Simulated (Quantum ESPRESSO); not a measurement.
# Collinear magnetic orders of LaSi2Ru3 with Quantum ESPRESSO

A self-consistent run ends on one state, which hangs on the start. Several orders of LaSi2Ru3 are started in Quantum ESPRESSO and their energies compared.

Main program and level: Quantum ESPRESSO 7.5; PBEsol; plane waves with GBRV 1.5 PBEsol potentials, no spin-orbit coupling.

Report form: the programs' logs are mostly left out.

### Step 1. Starting point

It takes space group P6_3/m (No. 176, hexagonal). Conventional cell: a = 5.676 Å, b = 5.676 Å, c = 7.120 Å, α = 90.00°, β = 90.00°, γ = 120.00°. Nearest to La lie 6 Si at 3.28 Å and 12 Ru at 3.28 to 3.42 Å and 2 La at 3.56 Å. Nearest to Si lie 6 Ru at 2.39 to 2.45 Å and 3 La at 3.28 Å and 3 Si at 3.28 Å. Nearest to Ru lie 4 Si at 2.39 to 2.45 Å and 4 Ru at 2.76 to 2.93 Å and 4 La at 3.28 to 3.42 Å. Farther neighbours are not listed.

The cell comes from the Crystallography Open Database.

### Step 2. Run 1 (ferro ++++++)

The signs are those of the starting moments on the seeded atoms, the atoms that are given a moment.

Contents of pw.in:

```
&CONTROL
  calculation = 'scf'
  prefix = 'pwscf'
  outdir = './tmp'
  pseudo_dir = './pseudo'
  disk_io = 'nowf'
/
&SYSTEM
  ibrav = 0
  nat = 12
  ntyp = 3
  ecutwfc = 40
  ecutrho = 280
  nbnd = 89
  occupations = 'smearing'
  smearing = 'fd'
  degauss = 0.00734986
  nspin = 2
  starting_magnetization(1) = 0
  starting_magnetization(2) = 0
  starting_magnetization(3) = 0.0938
/
&ELECTRONS
  conv_thr = 2.4d-08
  electron_maxstep = 150
  mixing_beta = 0.3
/
ATOMIC_SPECIES
La    138.9055 la_pbesol_v1.uspp.F.UPF
Si     28.0850 si_pbesol_v1.uspp.F.UPF
Ru    101.0700 ru_pbesol_v1.2.uspp.F.UPF
CELL_PARAMETERS angstrom
   5.6760000000    0.0000000000    0.0000000000
  -2.8380000000    4.9155601919    0.0000000000
   0.0000000000    0.0000000000    7.1200000000
ATOMIC_POSITIONS crystal
La      0.0000000000    0.0000000000    0.0000000000
La      0.0000000000    0.0000000000    0.5000000000
Si      0.3333333333    0.6666666667    0.0000000000
Si      0.6666666667    0.3333333333    0.5000000000
Si      0.6666666667    0.3333333333    0.0000000000
Si      0.3333333333    0.6666666667    0.5000000000
Ru      0.4800000000    0.9900000000    0.2500000000
Ru      0.4900000000    0.4800000000    0.7500000000
Ru      0.0100000000    0.4900000000    0.2500000000
Ru      0.5200000000    0.0100000000    0.7500000000
Ru      0.5100000000    0.5200000000    0.2500000000
Ru      0.9900000000    0.5100000000    0.7500000000
K_POINTS automatic
6 6 6 0 0 0
```

Launch:

```
> OMP_NUM_THREADS=1 mpirun -n 8 pw.x -nk 8 -in pw.in > pw.out
```

Run time: 4.3 min. Hardware: 8 MPI ranks of Arm Neoverse V1, shared host; peak memory 2.6 GiB; 34 min of CPU time.

The spin moment in the atom's sphere vanishes on all atoms.

Read from the output:

* smearing term TS: 0.3242 eV
* magnetization: 0 μB
* absolute magnetization: 0 μB
* final state: non-magnetic

### Step 3. Run 2 (antiferro +++−−−)

pw.in: that of step 2 with these lines changed.

```diff
@@ -10,6 +10,6 @@
   nat = 12
-  ntyp = 3
+  ntyp = 4
   ecutwfc = 40
   ecutrho = 280
-  nbnd = 89
+  nbnd = 84
   occupations = 'smearing'
@@ -21,2 +21,3 @@
   starting_magnetization(3) = 0.0938
+  starting_magnetization(4) = -0.0938
 /
@@ -30,3 +31,4 @@
 Si     28.0850 si_pbesol_v1.uspp.F.UPF
-Ru    101.0700 ru_pbesol_v1.2.uspp.F.UPF
+Ru1   101.0700 ru_pbesol_v1.2.uspp.F.UPF
+Ru2   101.0700 ru_pbesol_v1.2.uspp.F.UPF
 CELL_PARAMETERS angstrom
@@ -42,8 +44,8 @@
 Si      0.3333333333    0.6666666667    0.5000000000
-Ru      0.4800000000    0.9900000000    0.2500000000
-Ru      0.4900000000    0.4800000000    0.7500000000
-Ru      0.0100000000    0.4900000000    0.2500000000
-Ru      0.5200000000    0.0100000000    0.7500000000
-Ru      0.5100000000    0.5200000000    0.2500000000
-Ru      0.9900000000    0.5100000000    0.7500000000
+Ru1     0.4800000000    0.9900000000    0.2500000000
+Ru1     0.4900000000    0.4800000000    0.7500000000
+Ru1     0.0100000000    0.4900000000    0.2500000000
+Ru2     0.5200000000    0.0100000000    0.7500000000
+Ru2     0.5100000000    0.5200000000    0.2500000000
+Ru2     0.9900000000    0.5100000000    0.7500000000
 K_POINTS automatic
```

The job ended after 13 min (8 MPI ranks; peak memory 3.3 GiB).

Spin moment in the atom's sphere by atom:

| atom | spin moment in the atom's sphere (μB) |
| --- | --- |
| La1 | 0.0000 |
| La2 | 0.0000 |
| Si3 | 0.0000 |
| Si4 | 0.0000 |
| Si5 | 0.0000 |
| Si6 | 0.0000 |
| Ru7 | 0.0001 |
| Ru8 | -0.0005 |
| Ru9 | 0.0001 |
| Ru10 | -0.0002 |
| Ru11 | 0.0005 |
| Ru12 | -0.0002 |

Read from the output:

```
smearing term TS       : 0.3242 eV
magnetization          : 0 μB
absolute magnetization : 0 μB
final state            : non-magnetic
```

### Step 4. Start 3: antiferro ++−+−−

pw.in: that of step 3 with these lines changed.

```diff
@@ -46,4 +46,4 @@
 Ru1     0.4900000000    0.4800000000    0.7500000000
-Ru1     0.0100000000    0.4900000000    0.2500000000
-Ru2     0.5200000000    0.0100000000    0.7500000000
+Ru2     0.0100000000    0.4900000000    0.2500000000
+Ru1     0.5200000000    0.0100000000    0.7500000000
 Ru2     0.5100000000    0.5200000000    0.2500000000
```

Wall time 13 min (8 MPI ranks); peak memory 3.3 GiB; 1.7 h of CPU time.

Spin moment in the atom's sphere by atom:

| atom | spin moment in the atom's sphere (μB) |
| --- | --- |
| La1 | 0.0000 |
| La2 | 0.0000 |
| Si3 | 0.0000 |
| Si4 | 0.0000 |
| Si5 | 0.0000 |
| Si6 | 0.0000 |
| Ru7 | -0.0006 |
| Ru8 | 0.0003 |
| Ru9 | -0.0003 |
| Ru10 | 0.0002 |
| Ru11 | -0.0003 |
| Ru12 | 0.0006 |

Read from the output:

| Item | Value |
| --- | --- |
| smearing term TS | 0.3242 eV |
| magnetization | 0 μB |
| absolute magnetization | 0 μB |
| final state | non-magnetic |

### Step 5. Ranking

An order is kept where moments of 0.15 μB or more survive with the typed signs; meshes match where a doubled cell samples the same k points as the first cell.

Orders:

| start | final state | typed order kept | energy over the lowest (meV a seeded atom) | largest site moment (μB) | net moment (μB a cell of the first run) | mesh matched | CPU time (s) |
| --- | --- | --- | --- | --- | --- | --- | --- |
| ferro ++++++ | non-magnetic | no | 0 | 0 | 0 | yes | 2066 |
| antiferro +++--- | non-magnetic | no | 0 | 5.44e-4 | 0 | yes | 6097 |
| antiferro ++-+-- | non-magnetic | no | 0 | 6.31e-4 | 0 | yes | 6136 |

### Step 6. What came out

```json
{"lowest state found": "non-magnetic (from ferro ++++++, antiferro +++--- and antiferro ++-+--)", "largest site moment": "0 μB"}
```

In words: The lowest state carries no moment, and no start kept one. This is the lowest of 3 collinear or spinless starts, no proof of the ground state. Energies are free energies at an electronic temperature of 1160 K, which lowers moments and differences where the moments are itinerant.

[Logs and program files are shortened in this print: banners, set-up blocks, solver, clock and traceback lines can be left out without a mark of their own.]

[Logs are printed without paths, hosts, clocks, repeated set-up lines and the standing remarks that a program may print on its own settings, such as how far it seeks lower states.]

[Hosts, paths, dates, database ids (printed as entryN), source tags and the programs' standing remarks are cut or masked in the printed files.]

[Where a cell is said to come from a database of computed structures, the database is the Materials Project.]
